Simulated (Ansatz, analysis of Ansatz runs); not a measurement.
# A hop of H in MgH2 (P4_2/mnm), charge +1

Aim: the barrier of one jump in MgH2 (P4_2/mnm) at charge +1: V_H hop (2.5 Å). The model is a cell of 72 host atoms with 1 H taken out; H is the atom that moves.

Program: Ansatz 0.2.0. Level of theory: plane-wave PAW DFT, r2SCAN; nudged elastic band between two relaxed defect structures at fixed charge in a uniform background. Results are calculated unless marked as measured.

### Step 1. Set-up

The cell holds 71 atoms: 24 Mg and 47 H. Its edges and angles: a = 8.970 Å, b = 8.970 Å, c = 8.990 Å, α = 90.0°, β = 90.0°, γ = 90.0°. It derives from MgH2 (space group P4_2/mnm). Nearest the centre at fractional (0.500, 0.500, 0.500): H47 at 1.24 Å, Mg67 at 1.50 Å, Mg61 at 1.50 Å, H15 at 2.44 Å, H70 at 2.44 Å, H64 at 2.44 Å, H9 at 2.44 Å, Mg25 at 3.17 Å. The cell carries charge +1.

The cell's shortest repeat is 9.0 Å.

### Step 2. Relaxation of the start point, charge +1

A barrier is counted from a minimum, so both ends are relaxed first. Small random displacements break the symmetry of the ideal sites, so that the defect can distort if it gains by it. The charge of +1 is set by the electron count, and a uniform background keeps the cell neutral.

qp1.start/input.yaml reads:

```yaml
crystal:
  lattice:
    - [8.97000988, 0.0, 0.0]
    - [0.0, 8.97000988, 0.0]
    - [0.0, 0.0, 8.98962369]
  atoms:
    - { symbol: Mg, position: [0.25, 0.25, 0.16666667] }
    - { symbol: Mg, position: [0.0, 0.0, 0.0] }
    - { symbol: H, position: [0.34769609, 0.34769609, 0.0] }
    - { symbol: H, position: [0.40230391, 0.09769609, 0.16666667] }
    - { symbol: H, position: [0.15230391, 0.15230391, 0.0] }
    - { symbol: H, position: [0.09769609, 0.40230391, 0.16666667] }
    - { symbol: Mg, position: [0.25, 0.25, 0.5] }
    - { symbol: Mg, position: [0.0, 0.0, 0.33333333] }
    - { symbol: H, position: [0.34769609, 0.34769609, 0.33333333] }
    - { symbol: H, position: [0.40230391, 0.09769609, 0.5] }
    - { symbol: H, position: [0.15230391, 0.15230391, 0.33333333] }
    - { symbol: H, position: [0.09769609, 0.40230391, 0.5] }
    - { symbol: Mg, position: [0.25, 0.25, 0.83333333] }
    - { symbol: Mg, position: [0.0, 0.0, 0.66666667] }
    - { symbol: H, position: [0.34769609, 0.34769609, 0.66666667] }
    - { symbol: H, position: [0.40230391, 0.09769609, 0.83333333] }
    - { symbol: H, position: [0.15230391, 0.15230391, 0.66666667] }
    - { symbol: H, position: [0.09769609, 0.40230391, 0.83333333] }
    - { symbol: Mg, position: [0.25, 0.75, 0.16666667] }
    - { symbol: Mg, position: [0.0, 0.5, 0.0] }
    - { symbol: H, position: [0.34769609, 0.84769609, 0.0] }
    - { symbol: H, position: [0.40230391, 0.59769609, 0.16666667] }
    - { symbol: H, position: [0.15230391, 0.65230391, 0.0] }
    - { symbol: H, position: [0.09769609, 0.90230391, 0.16666667] }
    - { symbol: Mg, position: [0.25, 0.75, 0.5] }
    - { symbol: Mg, position: [0.0, 0.5, 0.33333333] }
    - { symbol: H, position: [0.34769609, 0.84769609, 0.33333333] }
    - { symbol: H, position: [0.15230391, 0.65230391, 0.33333333] }
    - { symbol: H, position: [0.09769609, 0.90230391, 0.5] }
    - { symbol: Mg, position: [0.25, 0.75, 0.83333333] }
    - { symbol: Mg, position: [0.0, 0.5, 0.66666667] }
    - { symbol: H, position: [0.34769609, 0.84769609, 0.66666667] }
    - { symbol: H, position: [0.40230391, 0.59769609, 0.83333333] }
    - { symbol: H, position: [0.15230391, 0.65230391, 0.66666667] }
    - { symbol: H, position: [0.09769609, 0.90230391, 0.83333333] }
    - { symbol: Mg, position: [0.75, 0.25, 0.16666667] }
    - { symbol: Mg, position: [0.5, 0.0, 0.0] }
    - { symbol: H, position: [0.84769609, 0.34769609, 0.0] }
    - { symbol: H, position: [0.90230391, 0.09769609, 0.16666667] }
    - { symbol: H, position: [0.65230391, 0.15230391, 0.0] }
    - { symbol: H, position: [0.59769609, 0.40230391, 0.16666667] }
    - { symbol: Mg, position: [0.75, 0.25, 0.5] }
    - { symbol: Mg, position: [0.5, 0.0, 0.33333333] }
    - { symbol: H, position: [0.84769609, 0.34769609, 0.33333333] }
    - { symbol: H, position: [0.90230391, 0.09769609, 0.5] }
    - { symbol: H, position: [0.65230391, 0.15230391, 0.33333333] }
    - { symbol: H, position: [0.59769609, 0.40230391, 0.5] }
    - { symbol: Mg, position: [0.75, 0.25, 0.83333333] }
    - { symbol: Mg, position: [0.5, 0.0, 0.66666667] }
    - { symbol: H, position: [0.84769609, 0.34769609, 0.66666667] }
    - { symbol: H, position: [0.90230391, 0.09769609, 0.83333333] }
    - { symbol: H, position: [0.65230391, 0.15230391, 0.66666667] }
    - { symbol: H, position: [0.59769609, 0.40230391, 0.83333333] }
    - { symbol: Mg, position: [0.75, 0.75, 0.16666667] }
    - { symbol: Mg, position: [0.5, 0.5, 0.0] }
    - { symbol: H, position: [0.84769609, 0.84769609, 0.0] }
    - { symbol: H, position: [0.90230391, 0.59769609, 0.16666667] }
    - { symbol: H, position: [0.65230391, 0.65230391, 0.0] }
    - { symbol: H, position: [0.59769609, 0.90230391, 0.16666667] }
    - { symbol: Mg, position: [0.75, 0.75, 0.5] }
    - { symbol: Mg, position: [0.5, 0.5, 0.33333333] }
    - { symbol: H, position: [0.84769609, 0.84769609, 0.33333333] }
    - { symbol: H, position: [0.90230391, 0.59769609, 0.5] }
    - { symbol: H, position: [0.65230391, 0.65230391, 0.33333333] }
    - { symbol: H, position: [0.59769609, 0.90230391, 0.5] }
    - { symbol: Mg, position: [0.75, 0.75, 0.83333333] }
    - { symbol: Mg, position: [0.5, 0.5, 0.66666667] }
    - { symbol: H, position: [0.84769609, 0.84769609, 0.66666667] }
    - { symbol: H, position: [0.90230391, 0.59769609, 0.83333333] }
    - { symbol: H, position: [0.65230391, 0.65230391, 0.66666667] }
    - { symbol: H, position: [0.59769609, 0.90230391, 0.83333333] }
total_charge: 1
basis:
  ecutwfc: 500
  xc_grid: 2
hamiltonian:
  xc: r2scan
kpoints:
  mp_grid: { grid: [1, 1, 1] }
scf:
  occupations: { method: fixed }
  max_iter: 100
output:
  forces: true
relax:
  f_tol: 0.02
  max_steps: 70
  random_displacement: { amplitude: 0.03, seed: 8494 }
```

Launch:

```console
$ ansatz run input.yaml --threads 4 --pin off --max-ram 7536MiB --backend cpu --events-out ev --progress --plain --runs-dir out
```

Numbers of over 12 decimals in the logs are rounded to 6 here.

What it wrote:

```text
[... repeated set-up lines and file paths are left out, and long positions are rounded to six places ...]
The last accepted step is kept in <dir> (removed where the run ends without a failure and the disk answers)
Engine: ansatz 0.2.0, aarch64-unknown-linux-gnu
Pseudopotentials: kind: paw
Pseudopotential: Mg, paw, valence charge 10, recommended cutoff 500 eV (meta_gga), Mg.paw.azcp
Pseudopotential: H, paw, valence charge 1, recommended cutoff 500 eV (meta_gga), H.paw.azcp
Functional definition: r2SCAN
  parameter k0 = 0.174
  parameter k1 = 0.065
  parameter a1 = 4.9479
  exchange = r2scan_x(k0 = k0, k1 = k1, a1 = a1)
  correlation = r2scan_c
Crystal: 71 atoms, lattice volume = 723.315 Å³
Basis set: ecut = 500 eV, 18333 PW (Γ), exchange–correlation on 144×144×144 points (8 copies of the dense FFT grid, shifted against one another)
Bands: 214, of which v1, the nominal top of the filled ones, is band 143 counted from 1 (142 counted from 0)
Symmetry: 1 space group operations
k-points: 1
Non-local potential: Mg, projectors of the file, l = 0: 3, l = 1: 2, l = 2: 1
Non-local potential: H, projectors of the file, l = 0: 2, l = 1: 1
PAW form: soft (Blöchl's): semilocal exchange-correlation on the pseudo side does not see the compensation charge
PAW frozen core: Mg, regenerated for the run's functional (the file was generated under x = pbe(κ = 0.804, μ = 0.219515), c = pbe(β = 0.066725))
PAW one-centre angular grid: Mg, 302 points (default); XC on 224 Gauss nodes
PAW one-centre angular grid: H, 302 points (default); XC on 160 Gauss nodes
Initial density: superposition of atomic densities (neutral atoms scaled as one to the charged cell's electrons: chi_scale 0, normalization atom), corrected by the library's trained network
Initial wavefunctions: pseudopotential atomic-orbital guess
Functional: x = r2scan, c = r2scan; τ floored in thin density (d = 2e-4 eV/Å³)
SCF iter   1: F=—  HF=-47003.524171 eV  |F-HF|=—  |Δ(HF+E_count)|=         —  Δρ=1.45e-2  dr2=1.33e0  dr2_τ=1.03e-1  ethr=1.77e-3  ⟨swp⟩=4.0  Hψ=605  notcnv=0  defer=69
preconditioner: auto → Resta (q_TF=auto, 2.337 Å⁻¹)  ε∞=2.4  [insulator: Δε(μ)=3.088 eV  Ē_g=11.215 eV  n_scr=170 (ndim 8)  ℏωp=13.4 eV  f_vac=0.000  ε∞_Penn≈2.4]
SCF iter   2: F=—  HF=-47003.488681 eV  |F-HF|=—  |Δ(HF+E_count)|=   3.55e-2  Δρ=6.47e-3  dr2=3.17e-1  dr2_τ=4.16e-3  ethr=4.64e-4  ⟨swp⟩=5.0  Hψ=372  notcnv=0  defer=69
SCF iter   3: F=—  HF=-47003.487206 eV  |F-HF|=—  |Δ(HF+E_count)|=   1.48e-3  Δρ=1.27e-3  dr2=1.78e-2  dr2_τ=2.38e-4  ethr=1.11e-4  ⟨swp⟩=4.0  Hψ=272  notcnv=0  defer=38
automatic band count: iteration 3 solves 183 bands in place of 214: the levels show a gap, and the empty bands left out lie too high to hold charge; the band table lists the bands solved (type scf.n_extra_bands for more)
SCF iter   4: F=—  HF=-47003.497142 eV  |F-HF|=—  |Δ(HF+E_count)|=   9.94e-3  Δρ=2.95e-4  dr2=1.13e-3  dr2_τ=1.21e-5  ethr=6.22e-6  ⟨swp⟩=3.0  Hψ=271  notcnv=0  defer=38
SCF iter   5: F=—  HF=-47003.498187 eV  |F-HF|=—  |Δ(HF+E_count)|=   1.04e-3  Δρ=4.88e-5  dr2=2.56e-5  dr2_τ=5.72e-7  ethr=3.95e-7  ⟨swp⟩=2.0  Hψ=304  notcnv=0  defer=38
SCF iter   6: F=-47003.498212 eV  HF=-47003.498211 eV  |F-HF|=9.15e-7  |Δ(HF+E_count)|=   2.48e-5  Δρ=1.21e-5  dr2=1.27e-6  dr2_τ=1.47e-8  ethr=3.50e-9  ⟨swp⟩=4.0  Hψ=521  notcnv=0
SCF 1 converged in 6 iterations: F = -47003.498212 eV  dr2 = 1.27e-6
  greatest PAW one-centre occupation: 1.000 electrons in one spin orbital (limit 2), on the Mg atom at site 48 (counted from 0), in its partial waves of l = 0
relax step   1: F+E_penalty+E_count = -47003.49821236 eV  Δ(F+E_penalty+E_count) = +0.000e0 eV  max|allowed force component| = 1.406e0 eV/Å  Δτ_max = 0.0000 Å  (6 SCF iters, dr2 threshold 1.00e-5 eV, accepted)
[... the SCF cycles and remarks between the steps are left out from here to the last step ...]
relax step   2: F+E_penalty+E_count = -47004.38075186 eV  Δ(F+E_penalty+E_count) = -8.825e-1 eV  max|allowed force component| = 2.458e-1 eV/Å  Δτ_max = 0.1947 Å  (6 SCF iters, dr2 threshold 1.00e-4 eV, accepted)
relax step   3: F+E_penalty+E_count = -47004.54757338 eV  Δ(F+E_penalty+E_count) = -1.668e-1 eV  max|allowed force component| = 6.323e-2 eV/Å  Δτ_max = 0.1401 Å  (6 SCF iters, dr2 threshold 3.78e-6 eV, accepted)
SCF iter   1: F=—  HF=-47004.541792 eV  |F-HF|=—  |Δ(HF+E_count)|=         —  Δρ=1.08e-3  dr2=6.22e-3  dr2_τ=8.21e-3  ethr=1.89e-5  ⟨swp⟩=5.0  Hψ=356  notcnv=0  defer=38
automatic band count: iteration 1 solves 183 bands in place of 214: the levels show a gap, and the empty bands left out lie too high to hold charge; the band table lists the bands solved (type scf.n_extra_bands for more)
SCF iter   2: F=—  HF=-47004.552088 eV  |F-HF|=—  |Δ(HF+E_count)|=   1.03e-2  Δρ=6.10e-4  dr2=2.22e-3  dr2_τ=3.45e-5  ethr=2.18e-6  ⟨swp⟩=2.0  Hψ=336  notcnv=0  defer=38
SCF iter   3: F=—  HF=-47004.551996 eV  |F-HF|=—  |Δ(HF+E_count)|=   9.16e-5  Δρ=6.17e-5  dr2=1.90e-5  dr2_τ=1.61e-6  ethr=7.76e-7  ⟨swp⟩=2.0  Hψ=196  notcnv=0  defer=38
SCF iter   4: F=—  HF=-47004.552370 eV  |F-HF|=—  |Δ(HF+E_count)|=   3.74e-4  Δρ=2.19e-5  dr2=3.47e-6  dr2_τ=7.22e-8  ethr=6.65e-9  ⟨swp⟩=2.0  Hψ=291  notcnv=0  defer=36
SCF iter   5: F=—  HF=-47004.552373 eV  |F-HF|=—  |Δ(HF+E_count)|=   2.84e-6  Δρ=3.58e-6  dr2=1.16e-7  dr2_τ=2.54e-9  ethr=1.21e-9  ⟨swp⟩=2.0  Hψ=267  notcnv=0  defer=36
SCF iter   6: F=-47004.552373 eV  HF=-47004.552373 eV  |F-HF|=5.24e-10  |Δ(HF+E_count)|=   8.21e-8  Δρ=9.33e-7  dr2=5.74e-9  dr2_τ=2.11e-10  ethr=3.50e-11  ⟨swp⟩=4.0  Hψ=507  notcnv=0
SCF 4 converged in 6 iterations: F = -47004.552373 eV  dr2 = 5.74e-9
relax step   4: F+E_penalty+E_count = -47004.55237308 eV  Δ(F+E_penalty+E_count) = -4.800e-3 eV  max|allowed force component| = 4.114e-3 eV/Å  Δτ_max = 0.0212 Å  (6 SCF iters, accepted)
SCF converged after 6 iterations
the last check of whether an eigenvalue changes by more than its tolerance under the output density was not made (final_scf_spared)
Free energy (F): -47004.552373 eV
Harris-Foulkes:  -47004.552373 eV  (|F-HF|=5.24e-10)
Internal energy: -47004.552373 eV  (E = F + TS)
E sigma→0 (E₀):  -47004.552373 eV
Fermi energy:    1.315297 eV
--- Per-component energies (eV) ---
  E_band       = -9352.169637
  E_kinetic    = 2482.617579
  E_local      = -41436.812073  (includes V_loc(G=0)·N_el)
  E_nonlocal   = 2359.764433
  E_hartree    = 14889.704785
  E_xc         = -1091.894333
  E_vxc        = -1550.947152  (∫ρ·V_xc dr)
  E_paw        = -7134.222113  (= ΣΔE_a)
  E_vpaw       = -1070.666069  (= ΣTr[D̂ρ^β])
  E_aug_tail   = -0.022228  (compensation charges beyond the density's cutoff)
  E_vtau       = 84.488754  (kinetic-family band-sum trace: ∫τ·v_τ [+ j·A + Jᵃ·Aᵃ] dr)
  E_ewald      = -17073.059428
  E_core_change = -0.628996  (= ΣΔE_core)
  E_smearing   = -0.000000  (= −TS)
  E_closure    = 0.000000  (closes the sum)
  E_deformation_potential = 10.100564  (in the stress; not in F)
  Σ components = -47004.552373   (vs F -47004.552373, Δ=0.00e0)
--- Forces (eV/Å), atoms counted from 1 ---
  atom   1  Mg    -0.00171311    -0.00084138     0.00051645
  atom   2  Mg    -0.00111279     0.00114040    -0.00014831
  [... 4 atoms left out ...]
  atom   7  Mg    -0.00154126    -0.00180405    -0.00019957
  [... 1 atom left out ...]
  atom   9  H      0.00026239    -0.00088318    -0.00095363
  [... 5 atoms left out ...]
  atom  15  H      0.00027308    -0.00057894     0.00087451
  [... 9 atoms left out ...]
  atom  25  Mg     0.00031103    -0.00015763     0.00021412
  [... 21 atoms left out ...]
  atom  47  H      0.00014939    -0.00062860     0.00008312
  [... 12 atoms left out ...]
  atom  60  Mg     0.00207795     0.00151673    -0.00016243
  atom  61  Mg    -0.00016867     0.00068863     0.00022977
  [... 2 atoms left out ...]
  atom  64  H      0.00084950    -0.00045801    -0.00091605
  [... 2 atoms left out ...]
  atom  67  Mg    -0.00071715     0.00065002    -0.00035195
  [... 2 atoms left out ...]
  atom  70  H      0.00062162    -0.00041586     0.00090274
  [... 1 atom left out ...]
  max |Σ_I F_I| component: 6.34e-3 eV/Å
--- Relaxed structure (4 steps of the walk, 4 accepted, 0 SCFs on fresh bases) ---
  F+E_penalty+E_count = -47004.55237308 eV   max|allowed force component| = 4.114e-3 eV/Å
  atoms:
    - { symbol: Mg, position: [0.248569, 0.250152, 0.166355] }
    - { symbol: Mg, position: [0.005042, -0.005102, 0.000184] }
    [... 4 atoms left out ...]
    - { symbol: Mg, position: [0.247360, 0.251062, 0.500197] }
    [... 1 atom left out ...]
    - { symbol: H, position: [0.347931, 0.355015, 0.336220] }
    [... 5 atoms left out ...]
    - { symbol: H, position: [0.347949, 0.354994, 0.664170] }
    [... 9 atoms left out ...]
    - { symbol: Mg, position: [0.226672, 0.773261, 0.500170] }
    [... 21 atoms left out ...]
    - { symbol: H, position: [0.589027, 0.410975, 0.500187] }
    [... 12 atoms left out ...]
    - { symbol: Mg, position: [0.748865, 0.752575, 0.500192] }
    - { symbol: Mg, position: [0.517561, 0.482373, 0.316940] }
    [... 2 atoms left out ...]
    - { symbol: H, position: [0.644897, 0.652037, 0.336212] }
    [... 2 atoms left out ...]
    - { symbol: Mg, position: [0.517584, 0.482368, 0.683445] }
    [... 2 atoms left out ...]
    - { symbol: H, position: [0.644924, 0.652027, 0.664175] }
    [... 1 atom left out ...]
```

Elapsed: 19 s, on 4 threads of Arm Neoverse V2, shared host; peak memory 0.99 GiB.

Relaxation path:

```tsv
step	energy less that of the first step (eV)	largest force component (eV/Å)
1	0.0000	1.4062
2	-0.8825	0.2458
3	-1.0494	0.0632
4	-1.0542	0.0041
```

The atoms that moved most (Å, from the sites as typed, ahead of the random displacement, the mean shift of all atoms taken out):

```tsv
atom	dx	dy	dz	length
Mg25	-0.208	0.207	0.000	0.293
Mg67	0.159	-0.159	0.149	0.270
Mg61	0.159	-0.159	-0.149	0.270
H29	-0.109	0.109	0.000	0.154
H53	0.052	-0.051	0.113	0.134
H41	0.052	-0.051	-0.113	0.134
H47	-0.076	0.077	0.000	0.108
H32	0.035	-0.061	-0.069	0.098
```

Neighbours of H47 at the end:

```tsv
atom	distance (Å)
Mg67	1.880
Mg61	1.880
Mg42	2.044
H64	2.665
H70	2.665
H15	2.665
H9	2.665
H46	2.761
H52	2.761
H50	2.761
H44	2.761
```

Read from the output:

- free energy: -47004.5524 eV
- r.m.s. move of the farther half of the atoms: 0.04076 Å
- largest move from the ideal geometry of this structure, a common shift of the far atoms taken out: 0.3014 Å

The relaxation gained 1.054 eV and ended with a largest force component of 0.0042 eV/Å.

### Step 3. Relaxation of the end point, charge +1

The end point is relaxed in the same cell and settings, so that the two energies compare. Atoms more than 3.2 Å from the middle of the hop start where the first relaxation left them, the nearer ones on or close to their ideal places, with small random displacements.

qp1.end/input.yaml reads:

```yaml
crystal:
  lattice:
    - [8.97000988, 0.0, 0.0]
    - [0.0, 8.97000988, 0.0]
    - [0.0, 0.0, 8.98962369]
  atoms:
    - { symbol: Mg, position: [0.24908525, 0.24969698, 0.16616967] }
    - { symbol: Mg, position: [0.00555866, -0.00555647, -1.91e-06] }
[... 4 atom lines left out ...]
    - { symbol: Mg, position: [0.25, 0.25, 0.5] }
[... 1 atom line left out ...]
    - { symbol: H, position: [0.34769609, 0.34769609, 0.33333333] }
[... 5 atom lines left out ...]
    - { symbol: H, position: [0.34769609, 0.34769609, 0.66666667] }
[... 9 atom lines left out ...]
    - { symbol: Mg, position: [0.25, 0.75, 0.5] }
[... 7 atom lines left out ...]
    - { symbol: H, position: [0.40679724, 0.59318311, 0.82961189] }
[... 8 atom lines left out ...]
    - { symbol: Mg, position: [0.75, 0.25, 0.5] }
[... 4 atom lines left out ...]
    - { symbol: H, position: [0.402214, 0.597786, 0.5] }
[... 12 atom lines left out ...]
    - { symbol: Mg, position: [0.75, 0.75, 0.5] }
    - { symbol: Mg, position: [0.5, 0.5, 0.33333333] }
[... 2 atom lines left out ...]
    - { symbol: H, position: [0.65230391, 0.65230391, 0.33333333] }
[... 2 atom lines left out ...]
    - { symbol: Mg, position: [0.5, 0.5, 0.66666667] }
[... 2 atom lines left out ...]
    - { symbol: H, position: [0.65230391, 0.65230391, 0.66666667] }
    - { symbol: H, position: [0.59702919, 0.90193113, 0.83194231] }
total_charge: 1
basis:
  ecutwfc: 500
  xc_grid: 2
hamiltonian:
  xc: r2scan
kpoints:
  mp_grid: { grid: [1, 1, 1] }
scf:
  occupations: { method: fixed }
  max_iter: 100
output:
  forces: true
relax:
  f_tol: 0.02
  max_steps: 70
  random_displacement: { amplitude: 0.01, seed: 8494 }
```

What it wrote:

```text
[...]
Crystal: 71 atoms, lattice volume = 723.315 Å³
Basis set: ecut = 500 eV, 18333 PW (Γ), exchange–correlation on 144×144×144 points (8 copies of the dense FFT grid, shifted against one another)
Bands: 214, of which v1, the nominal top of the filled ones, is band 143 counted from 1 (142 counted from 0)
Symmetry: 1 space group operations
k-points: 1
[...]
SCF iter   1: F=—  HF=-47003.533559 eV  |F-HF|=—  |Δ(HF+E_count)|=         —  Δρ=1.44e-2  dr2=1.23e0  dr2_τ=1.04e-1  ethr=1.77e-3  ⟨swp⟩=4.0  Hψ=603  notcnv=0  defer=69
[...]
SCF iter   6: F=-47003.534642 eV  HF=-47003.534642 eV  |F-HF|=6.85e-7  |Δ(HF+E_count)|=   2.09e-5  Δρ=1.09e-5  dr2=1.10e-6  dr2_τ=1.20e-8  ethr=3.50e-9  ⟨swp⟩=4.0  Hψ=520  notcnv=0
SCF 1 converged in 6 iterations: F = -47003.534642 eV  dr2 = 1.10e-6
[...]
F+E_penalty+E_count = -47004.55232450 eV   max|allowed force component| = 5.255e-3 eV/Å
  atoms:
    - { symbol: Mg, position: [0.250416, 0.248241, 0.166243] }
    - { symbol: Mg, position: [-0.004788, 0.004761, 5.641704739523728e-5] }
[...]
- { symbol: Mg, position: [0.251302, 0.247130, 0.500062] }
    [... 1 atom left out ...]
    - { symbol: H, position: [0.355111, 0.347773, 0.336056] }
[...]
- { symbol: H, position: [0.355113, 0.347773, 0.664071] }
[...]
- { symbol: Mg, position: [0.250028, 0.749952, 0.500059] }
[...]
- { symbol: H, position: [0.411190, 0.588801, 0.500069] }
    [... 12 atoms left out ...]
    - { symbol: Mg, position: [0.752851, 0.748678, 0.500061] }
    - { symbol: Mg, position: [0.482594, 0.517380, 0.316856] }
    [... 2 atoms left out ...]
    - { symbol: H, position: [0.652197, 0.644886, 0.336055] }
    [... 2 atoms left out ...]
    - { symbol: Mg, position: [0.482601, 0.517381, 0.683271] }
    [... 2 atoms left out ...]
    - { symbol: H, position: [0.652204, 0.644881, 0.664071] }
    [... 1 atom left out ...]
[key lines of the parts left out:]
SCF converged after 6 iterations
Free energy (F): -47004.552324 eV
Fermi energy:    1.314982 eV
```

The job ended after 19 s (4 threads; peak memory 0.99 GiB; 71 s of CPU time).

The steps of the relaxation:

```tsv
step	energy less that of the first step (eV)	largest force component (eV/Å)
1	0.0000	1.4380
2	-0.8131	0.3827
3	-1.0138	0.0657
4	-1.0177	0.0053
```

The atoms that moved most (Å, from the sites as typed, ahead of the random displacement):

```tsv
atom	dx	dy	dz	length
Mg42	0.209	-0.209	0.000	0.296
Mg61	-0.156	0.155	-0.149	0.265
Mg67	-0.155	0.156	0.149	0.265
H53	-0.088	0.088	-0.147	0.192
H41	-0.088	0.087	0.147	0.192
H33	-0.087	0.088	0.146	0.191
H22	-0.087	0.088	-0.146	0.191
H29	0.134	-0.134	0.000	0.189
```

Neighbours of H47 at the end:

```tsv
atom	distance (Å)
Mg67	1.880
Mg61	1.880
Mg25	2.044
H70	2.665
H64	2.665
H15	2.665
H9	2.665
H34	2.760
H28	2.760
H32	2.760
H27	2.760
```

This step gave:

* free energy: -47004.5523 eV
* r.m.s. move of the farther half of the atoms: 0.03996 Å
* largest move from the ideal geometry of this structure, a common shift of the far atoms taken out: 0.2986 Å

The relaxation gained 1.018 eV and ended with a largest force component of 0.0054 eV/Å. The end lies within 1 meV of the start.

[end of part 1 of 3]

[Logs are printed without paths, hosts, clocks, repeated set-up lines and the standing remarks that a program may print on its own settings, such as how far it seeks lower states.]

[Hosts, paths, dates, database ids (printed as entryN), source tags and the programs' standing remarks are cut or masked in the printed files.]
